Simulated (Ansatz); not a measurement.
# LuH2 (Fm-3m): phonon-mediated transition temperature

What Tc do the phonons of LuH2 (Fm-3m) give, and how does it depend on μ*? The cell shown first is a relaxed one, from steps not shown here.

Method: DFT PBEsol, scalar-relativistic, plane waves, PAW; PAW set soft_1, in Ansatz 0.2.0.

### Step 1. The cell after earlier relaxation steps

It takes space group Fm-3m (No. 225, cubic). The conventional cell has a = 4.958 Å, b = 4.958 Å, c = 4.958 Å, α = 90.00°, β = 90.00°, γ = 90.00°. Nearest to Lu lie 8 H at 2.15 Å. Nearest to H lie 4 Lu at 2.15 Å. Farther neighbours are not listed.

### Step 2. Resistivity: q 3×3×3, k 9×9×9, scattering 16×16×16

The run that gives the couplings also evaluates McMillan's and Allen and Dynes's formulas and, where asked, the Eliashberg equations, over a range of μ*.

File input.yaml:

```yaml
crystal:
  lattice:
    - [0.0, 2.4790228079, 2.4790228079]
    - [2.4790228079, 0.0, 2.4790228079]
    - [2.4790228079, 2.4790228079, 0.0]
  atoms:
    - { symbol: Lu, position: [0.0, 0.0, 0.0] }
    - { symbol: H, position: [0.25, 0.25, 0.25] }
    - { symbol: H, position: [0.75, 0.75, 0.75] }
kpoints:
  mp_grid: { grid: [9, 9, 9] }
hamiltonian:
  xc: pbesol
  pseudopotentials: { kind: paw, azcp: { folder: soft_1 }, xc_functional: pbe }
scf:
  occupations: { method: methfessel_paxton, width: 0.2 }
output:
  eigenvalues: true
phonons:
  method: dfpt
  qmesh: [3, 3, 3]
  temperatures: { t_max: 1000, t_step: 50 }
  qpath:
    path:
      - [[0.0, 0.0, 0.0], [0.5, 0.0, 0.5], [0.625, 0.25, 0.625]]
      - [[0.375, 0.375, 0.75], [0.0, 0.0, 0.0], [0.5, 0.5, 0.5], [0.5, 0.25, 0.75], [0.5, 0.0, 0.5]]
    npoints: 6
  electrical_resistivity:
    mesh: [16, 16, 16]
    temperatures: [20.0, 50.0, 80.0, 100.0, 150.0, 200.0, 273.0, 300.0, 400.0, 500.0, 600.0, 800.0]
  superconductivity: { mesh: [16, 16, 16] }
```

On the command line:

```sh
ansatz run input.yaml --threads 16 --pin off --max-ram 92160MiB --backend cuda --events-out ev --progress --plain --runs-dir out --max-vram 78GiB
```

Numbers of over 12 decimals in the logs are rounded to 6 here.

Output:

```text
Engine: ansatz 0.2.0, aarch64-unknown-linux-gnu
Pseudopotentials: kind: paw
Pseudopotential: Lu, paw, valence charge 25, recommended cutoff 420 eV (normal), soft_1/Lu.paw.azcp
Pseudopotential: H, paw, valence charge 1, recommended cutoff 420 eV (normal), soft_1/H.paw.azcp
Functional definition: PBEsol
  exchange = pbesol_x
  correlation = pbesol_c
[...]
Crystal: 3 atoms, lattice volume = 30.470 Å³
Basis set: ecut = 420 eV, 609 PW (Γ), exchange–correlation on 48×48×48 points (8 copies of the dense FFT grid, shifted against one another)
Bands: 18, of which v1, the nominal top of the filled ones, is band 14 counted from 1 (13 counted from 0)
Symmetry: 48 space group operations
k-points: 35 of 729
Non-local potential: Lu, projectors of the file, l = 0: 3, l = 1: 2, l = 2: 2, l = 3: 3
Non-local potential: H, projectors of the file, l = 0: 2, l = 1: 1
PAW form: soft (Blöchl's): semilocal exchange-correlation on the pseudo side does not see the compensation charge
PAW frozen core: Lu, regenerated for the run's functional, and the local potential with it (the file was generated under x = pbe(κ = 0.804, μ = 0.219515), c = pbe(β = 0.066725))
PAW one-centre angular grid: Lu, 590 points (default); XC on 64 Gauss nodes
PAW one-centre angular grid: H, 110 points (default); XC on 64 Gauss nodes
Initial density: superposition of atomic densities (chi_scale 0.1, normalization cell, long waves kept (reshape's long-wave potential 0.00 eV rms))
Initial wavefunctions: pseudopotential atomic-orbital guess
[...]
Functional: x = pbesol(κ = 0.804, μ = 0.123457), c = pbesol(β = 0.046)
SCF iter   1: F=—  HF=-14646.322298 eV  |F-HF|=—  |Δ(HF+E_count)|=         —  Δρ=9.14e-2  dr2=2.08e0  ethr=3.10e-3  ⟨swp⟩=5.1  Hψ=3795  notcnv=0
preconditioner: auto → Kerker (q_TF=auto, 2.674 Å⁻¹)  [metal: Δε(μ)=0.123 eV  Ē_g=13.139 eV  σ=0.200 eV  W_gap=0.45  n_scr=14 (ndim 8)  ℏωp=33.6 eV  f_vac=0.000  D(μ)=0.77/eV (n_scr^D=0)]
SCF iter   2: F=—  HF=-14645.849142 eV  |F-HF|=—  |Δ(HF+E_count)|=   4.73e-1  S|Δr|=    0.00e0  Δρ=3.95e-2  dr2=4.51e-1  ethr=3.10e-3  ⟨swp⟩=4.0  Hψ=1954  notcnv=0
[...]
SCF iter  12: F=-14645.563713 eV  HF=-14645.563713 eV  |F-HF|=0.00e0  |Δ(HF+E_count)|=  1.82e-11  S|Δr|=    0.00e0  Δρ=6.47e-8  dr2=5.17e-13  ethr=1.00e-12  ⟨swp⟩=10.2  Hψ=5687  notcnv=0
SCF 1 converged in 12 iterations: F = -14645.563713 eV  dr2 = 5.17e-13
  greatest PAW one-centre occupation: 0.998 electrons in one spin orbital (limit 2), on the Lu atom at site 0 (counted from 0), in its partial waves of l = 0
phonons: the bands overlap, so this run is a metal and interpolates without the dipole-dipole term. If the crystal is really an insulator or semiconductor, its LO-TO splitting is missing
[...]
NSCF: frozen V_eff on 35 k-points, pencils in batches of 32, up to order 72
[...]
NSCF: frozen V_eff on 35 k-points
[...]
DFPT response loops at q = (0, 0, 0) (fractional): preconditioner auto → Kerker (q_TF=auto, 2.674 Å⁻¹) (partly filled bands, converged f_vac=0.000); β = 1.00, the filter's whole step (`scf.mixing.beta` (0.50) is not read by the response loops under this deck's `scf.mixing.preconditioner`; to damp them name `kerker` or `kerker_dos`, under which they read `scf.mixing.beta`, and type it under 1.00, their step now; both keys bind the ground state too); Anderson in place of MSR1; while a model of the screening serves, it and β = 1 on shorter waves in the place of filter and β
[...]
NSCF: frozen V_eff on 35 k-points
[...]
DFPT response loops at q = (0, 0, 0.333333) (fractional): mixed as the last ones told, above
[...]
DFPT response loops at q = (0, 0.333333, 0.333333) (fractional): mixed as the last ones told, above
[...]
DFPT response loops at q = (0, 0.333333, -0.333333) (fractional): mixed as the last ones told, above
[...]
SCF iter   1: F=—  HF=-14646.322298 eV  |F-HF|=—  |Δ(HF+E_count)|=         —  Δρ=9.14e-2  dr2=2.08e0  ethr=3.10e-3  ⟨swp⟩=5.1  Hψ=3795  notcnv=0
SCF iter   2: F=—  HF=-14645.849142 eV  |F-HF|=—  |Δ(HF+E_count)|=   4.73e-1  S|Δr|=    0.00e0  Δρ=3.95e-2  dr2=4.51e-1  ethr=3.10e-3  ⟨swp⟩=4.0  Hψ=1954  notcnv=0
[...]
SCF 2 converged in 12 iterations: F = -14645.563713 eV  dr2 = 5.19e-13
[...]
SCF converged after 12 iterations
[...]
mean free path at 100 K (of a tensor a third of its trace): 48.6 nm by what each carries, 46.3 by the Fermi surface alone
  Hall coefficient in a weak field at 100 K (a third of the trace): 1.967e-11 m³/C (as a tensor it moves by 18.6 % between the two finest meshes); by each state's relaxation time: 2.033e-11 m³/C; by a constant relaxation time: (none: it, or that of a finer mesh, parts from a neighbouring mesh's by over half of the finer one's)
  mean free path at 150 K (of a tensor a third of its trace): 26.9 nm by what each carries, 26.4 by the Fermi surface alone
  Hall coefficient in a weak field at 150 K (a third of the trace): 1.936e-11 m³/C (as a tensor it moves by 19.2 % between the two finest meshes); by each state's relaxation time: 2.020e-11 m³/C; by a constant relaxation time: (none: it, or that of a finer mesh, parts from a neighbouring mesh's by over half of the finer one's)
  mean free path at 200 K (of a tensor a third of its trace): 19.0 nm by what each carries, 18.8 by the Fermi surface alone
  Hall coefficient in a weak field at 200 K (a third of the trace): 1.941e-11 m³/C (as a tensor it moves by 19.2 % between the two finest meshes); by each state's relaxation time: 2.029e-11 m³/C; by a constant relaxation time: (none: it, or that of a finer mesh, parts from a neighbouring mesh's by over half of the finer one's)
  mean free path at 273 K (of a tensor a third of its trace): 13.3 nm by what each carries, 13.1 by the Fermi surface alone
  Hall coefficient in a weak field at 273 K (a third of the trace): 1.972e-11 m³/C (as a tensor it moves by 19.0 % between the two finest meshes); by each state's relaxation time: 2.065e-11 m³/C; by a constant relaxation time: (none: it, or that of a finer mesh, parts from a neighbouring mesh's by over half of the finer one's)
  mean free path at 300 K (of a tensor a third of its trace): 11.9 nm by what each carries, 11.7 by the Fermi surface alone
  Hall coefficient in a weak field at 300 K (a third of the trace): 1.988e-11 m³/C (as a tensor it moves by 19.0 % between the two finest meshes); by each state's relaxation time: 2.082e-11 m³/C; by a constant relaxation time: (none: it, or that of a finer mesh, parts from a neighbouring mesh's by over half of the finer one's)
  mean free path at 400 K (of a tensor a third of its trace): 8.43 nm by what each carries, 8.28 by the Fermi surface alone
  Hall coefficient in a weak field at 400 K (a third of the trace): 2.049e-11 m³/C (as a tensor it moves by 18.7 % between the two finest meshes); by each state's relaxation time: 2.147e-11 m³/C; by a constant relaxation time: (none: it, or that of a finer mesh, parts from a neighbouring mesh's by over half of the finer one's)
  mean free path at 500 K (of a tensor a third of its trace): 6.44 nm by what each carries, 6.33 by the Fermi surface alone
  Hall coefficient in a weak field at 500 K (a third of the trace): 2.108e-11 m³/C (as a tensor it moves by 18.2 % between the two finest meshes); by each state's relaxation time: 2.204e-11 m³/C; by a constant relaxation time: (none: it, or that of a finer mesh, parts from a neighbouring mesh's by over half of the finer one's)
  mean free path at 600 K (of a tensor a third of its trace): 5.19 nm by what each carries, 5.10 by the Fermi surface alone
  Hall coefficient in a weak field at 600 K (a third of the trace): 2.162e-11 m³/C (as a tensor it moves by 17.4 % between the two finest meshes); by each state's relaxation time: 2.253e-11 m³/C; by a constant relaxation time: (none: it, or that of a finer mesh, parts from a neighbouring mesh's by over half of the finer one's)
  mean free path at 800 K (of a tensor a third of its trace): 3.73 nm by what each carries, 3.67 by the Fermi surface alone
  Hall coefficient in a weak field at 800 K (a third of the trace): 2.262e-11 m³/C (as a tensor it moves by 15.1 % between the two finest meshes); by each state's relaxation time: 2.341e-11 m³/C; by a constant relaxation time: (none: it, or that of a finer mesh, parts from a neighbouring mesh's by over half of the finer one's)
  the resistivity times a path that all electrons share, by the Fermi surface of the deck's mesh alone (a third of the trace): 1.376e-15 Ω·m²
  not converged in the mesh (λ; λ_tr; the resistivity at 20 K by 3.13 %): between neighbouring meshes, the two finest first, λ moves by 1.62 % and 10.10 %, λ_tr by 2.19 % and 11.72 % and the resistivity by up to 3.13 % and 16.83 %; an estimate, no bound, puts it up to 2.1e-7 % above the Boltzmann equation's exact value after up to 5 iterations (at most 30 are made, fewer where the estimate is under 1.0e-6 % of each spin channel's own resistivity)
  vibrations of 27 cells: unjudged by the run; compare a larger repeat
  the changes of the potential over all sites missed a rigid shift's by 0.00 % (the site terms' by 0.04 %)
  at the force constants' own smearing the fine mesh and the k-points of their solves give squared frequencies that differ by 2.6 % of the larger at the most, at (0, 0, 0.3333)
--- Superconductivity: potentials and phonons of a 3×3×3 supercell ---
           mesh         λ    ħω_log (meV)  μ* declared at (meV)
       16×16×16    0.2696          24.792               70.272
          8×8×8    0.2653          24.945               70.580
          4×4×4    0.2921          26.250               72.909
  λ by the species' shares of the modes' patterns: Lu 0.2012, H 0.0685
  with the Fermi level up to 149.5 meV (the hardest mode) off, states and modes as they are: density of states 0.2781 to 0.2968 /eV of one spin and cell, λ 0.2605 to 0.2746
  transition temperature on the deck's mesh (K), isotropic and anisotropic, restricted to the Fermi surface (FSR) and over the full bandwidth (FBW), and the last with the density of states resolved in a narrower window:
        μ*   McMillan   Allen–Dynes      iso. FSR      iso. FBW    aniso. FSR    aniso. FBW  narrow window
      0.08      0.134         0.135    none_found    none_found         0.150         0.151          0.151
      0.10      0.043         0.043    none_found    none_found    none_found    none_found     none_found
      0.12      0.009         0.009    none_found    none_found    none_found    none_found     none_found
      0.13      0.003         0.003    none_found    none_found    none_found    none_found     none_found
      0.14      0.001         0.001    none_found    none_found    none_found    none_found     none_found
      0.16      0.000         0.000    none_found    none_found    none_found    none_found     none_found
      0.20      0.000         0.000    none_found    none_found    none_found    none_found     none_found
  none_found: no transition down to 0.1 K
  isotope coefficients −∂ln Tc/∂ln M under μ* = 0.13, the force constants as they are, of the isotropic transitions restricted to the Fermi surface and over the full bandwidth: Lu - and -, H - and -
  converged in the mesh: between neighbouring meshes, the two finest first, λ moves by 1.62 % and 10.10 % and the anisotropic transition temperature over the full bandwidth at μ* = 0.13 by nothing (neither mesh has one) and nothing (neither mesh has one); converged means that the two finest part by at most 2.00 % and 5.00 %
  vibrations of 27 cells: unjudged by the run; compare a larger repeat
  the changes of the potential over all sites missed a rigid shift's by 0.00 % (the site terms' by 0.04 %)
  at the force constants' own smearing the fine mesh and the k-points of their solves give squared frequencies that differ by 2.6 % of the larger at the most, at (0, 0, 0.3333)
```

It took 14 s on 1 × NVIDIA GB200 with 16 threads of Arm Neoverse V2, shared host; peak memory 2.4 GiB; 92 s of CPU time.

Numbers from this step:

- volume per atom: 10.16 Å³/atom
- metallic on mesh: yes
- gap on the k-mesh: 0 eV
- zero-point energy: 0.4276 eV/cell
- share of imaginary modes in the plain interpolation between solved wavevectors: 0
- highest frequency, solved or plainly interpolated: 1205 cm⁻¹
- Debye temperature (second moment): 1670 K
- resistivity at 300 K: 11.76 μΩ cm
- coupling constant λ: 0.2696
- density of states at the Fermi level: 0.288 states/eV a spin and cell
- log mean phonon energy ħω_log: 24.79 meV
- transport coupling constant λ_tr: 0.3475, 0.3475, 0.3475 (xx, yy, zz)
- Drude plasma energy: 5.123, 5.123, 5.123 eV (xx, yy, zz)
- resistivity times mean free path: 13.76, 13.76, 13.76 × 10⁻¹⁶ Ω m² (xx, yy, zz)
- second-moment phonon energy ħω₂: 70.27 meV

An empty cell: under 1 mK by a formula, or no transition down to the floor of the Eliashberg search. Transition temperatures:

```
  μ*  McMillan Tc (K)  Allen–Dynes Tc (K)  anisotropic Fermi-surface Tc (K)  anisotropic full bandwidth Tc (K)  anisotropic narrow window Tc (K)
0.08            0.134               0.135                              0.15                              0.151                             0.151
 0.1           0.0427               0.043                                 -                                  -                                 -
0.12            0.009             0.00908                                 -                                  -                                 -
0.13          0.00328             0.00331                                 -                                  -                                 -
0.14                -                   -                                 -                                  -                                 -
0.16                -                   -                                 -                                  -                                 -
 0.2                -                   -                                 -                                  -                                 -
```

### Step 3. Coupling and resistivity: q 4×4×4, k 12×12×12, scattering 20×20×20

The next rung changes the q mesh, which sets the reach of the force constants and couplings; the k mesh of the density and its response; the scattering mesh, which samples the Fermi surface.

input.yaml, the sections that differ from step 2:

```yaml
kpoints:
  mp_grid: { grid: [12, 12, 12] }
phonons:
  method: dfpt
  qmesh: [4, 4, 4]
  temperatures: { t_max: 1000, t_step: 50 }
  qpath:
    path:
      - [[0.0, 0.0, 0.0], [0.5, 0.0, 0.5], [0.625, 0.25, 0.625]]
      - [[0.375, 0.375, 0.75], [0.0, 0.0, 0.0], [0.5, 0.5, 0.5], [0.5, 0.25, 0.75], [0.5, 0.0, 0.5]]
    npoints: 6
  electrical_resistivity:
    mesh: [20, 20, 20]
    temperatures: [20.0, 50.0, 80.0, 100.0, 150.0, 200.0, 273.0, 300.0, 400.0, 500.0, 600.0, 800.0]
  superconductivity: { mesh: [20, 20, 20] }
# crystal, hamiltonian, scf, output: as in step 2
```

Output:

```text
[...]
Crystal: 3 atoms, lattice volume = 30.470 Å³
Basis set: ecut = 420 eV, 609 PW (Γ), exchange–correlation on 48×48×48 points (8 copies of the dense FFT grid, shifted against one another)
Bands: 18, of which v1, the nominal top of the filled ones, is band 14 counted from 1 (13 counted from 0)
Symmetry: 48 space group operations
k-points: 72 of 1728
[...]
SCF iter   1: F=—  HF=-14646.328662 eV  |F-HF|=—  |Δ(HF+E_count)|=         —  Δρ=9.14e-2  dr2=2.08e0  ethr=3.10e-3  ⟨swp⟩=5.1  Hψ=7759  notcnv=0
[...]
SCF iter   2: F=—  HF=-14645.768594 eV  |F-HF|=—  |Δ(HF+E_count)|=   5.60e-1  S|Δr|=    0.00e0  Δρ=3.01e-2  dr2=1.99e-1  ethr=3.10e-3  ⟨swp⟩=3.9  Hψ=4118  notcnv=0
[...]
SCF iter  11: F=-14645.570382 eV  HF=-14645.570382 eV  |F-HF|=3.64e-12  |Δ(HF+E_count)|=  3.64e-12  S|Δr|=    0.00e0  Δρ=6.97e-8  dr2=3.76e-13  ethr=1.00e-12  ⟨swp⟩=7.0  Hψ=7007  notcnv=0
SCF 1 converged in 11 iterations: F = -14645.570382 eV  dr2 = 3.76e-13
[...]
NSCF: frozen V_eff on 72 k-points, pencils in batches of 32, up to order 72
[...]
NSCF: frozen V_eff on 72 k-points
[...]
SCF 2 converged in 11 iterations: F = -14645.570382 eV  dr2 = 3.83e-13
[...]
SCF converged after 11 iterations
[...]
vibrations of 64 cells: unjudged by the run; compare a larger repeat
[...]
--- Superconductivity: potentials and phonons of a 4×4×4 supercell ---
           mesh         λ    ħω_log (meV)  μ* declared at (meV)
       20×20×20    0.2648          25.063               70.719
       10×10×10    0.2611          25.296               71.244
          5×5×5    0.2691          25.488               71.468
  λ by the species' shares of the modes' patterns: Lu 0.1966, H 0.0681
[...]
0.08      0.114         0.115    none_found    none_found         0.130         0.130          0.130
      0.10      0.034         0.035    none_found    none_found    none_found    none_found     none_found
      0.12      0.007         0.007    none_found    none_found    none_found    none_found     none_found
      0.13      0.002         0.002    none_found    none_found    none_found    none_found     none_found
      0.14      0.001         0.001    none_found    none_found    none_found    none_found     none_found
      0.16      0.000         0.000    none_found    none_found    none_found    none_found     none_found
      0.20      0.000         0.000    none_found    none_found    none_found    none_found     none_found
  none_found: no transition down to 0.1 K
[...]
vibrations of 64 cells: unjudged by the run; compare a larger repeat
[...]
```

The job ended after 31 s (1 × NVIDIA GB200 with 16 threads; peak memory 4.2 GiB).

This step gave:

| Property | Result |
| --- | --- |
| zero-point energy | 0.4274 eV/cell |
| highest frequency, solved or plainly interpolated | 1212 cm⁻¹ |
| Debye temperature (second moment) | 1668 K |
| resistivity at 300 K | 11.61 μΩ cm |
| coupling constant λ | 0.2648 |
| density of states at the Fermi level | 0.287 states/eV a spin and cell |
| log mean phonon energy ħω_log | 25.06 meV |
| transport coupling constant λ_tr | 0.343, 0.343, 0.343 (xx, yy, zz) |
| Drude plasma energy | 5.125, 5.125, 5.125 eV (xx, yy, zz) |
| resistivity times mean free path | 13.77, 13.77, 13.77 × 10⁻¹⁶ Ω m² (xx, yy, zz) |
| second-moment phonon energy ħω₂ | 70.72 meV |

An empty cell: under 1 mK by a formula, or no transition down to the floor of the Eliashberg search. Transition temperatures:

```
  μ*  McMillan Tc (K)  Allen–Dynes Tc (K)  anisotropic Fermi-surface Tc (K)  anisotropic full bandwidth Tc (K)  anisotropic narrow window Tc (K)
0.08            0.114               0.115                              0.13                               0.13                              0.13
 0.1           0.0342              0.0345                                 -                                  -                                 -
0.12          0.00657             0.00662                                 -                                  -                                 -
0.13          0.00223             0.00225                                 -                                  -                                 -
0.14                -                   -                                 -                                  -                                 -
0.16                -                   -                                 -                                  -                                 -
 0.2                -                   -                                 -                                  -                                 -
```

[end of part 1 of 2]

[Logs are printed without paths, hosts, clocks, repeated set-up lines and the standing remarks that a program may print on its own settings, such as how far it seeks lower states.]

[Hosts, paths, dates, database ids (printed as entryN), source tags and the programs' standing remarks are cut or masked in the printed files.]
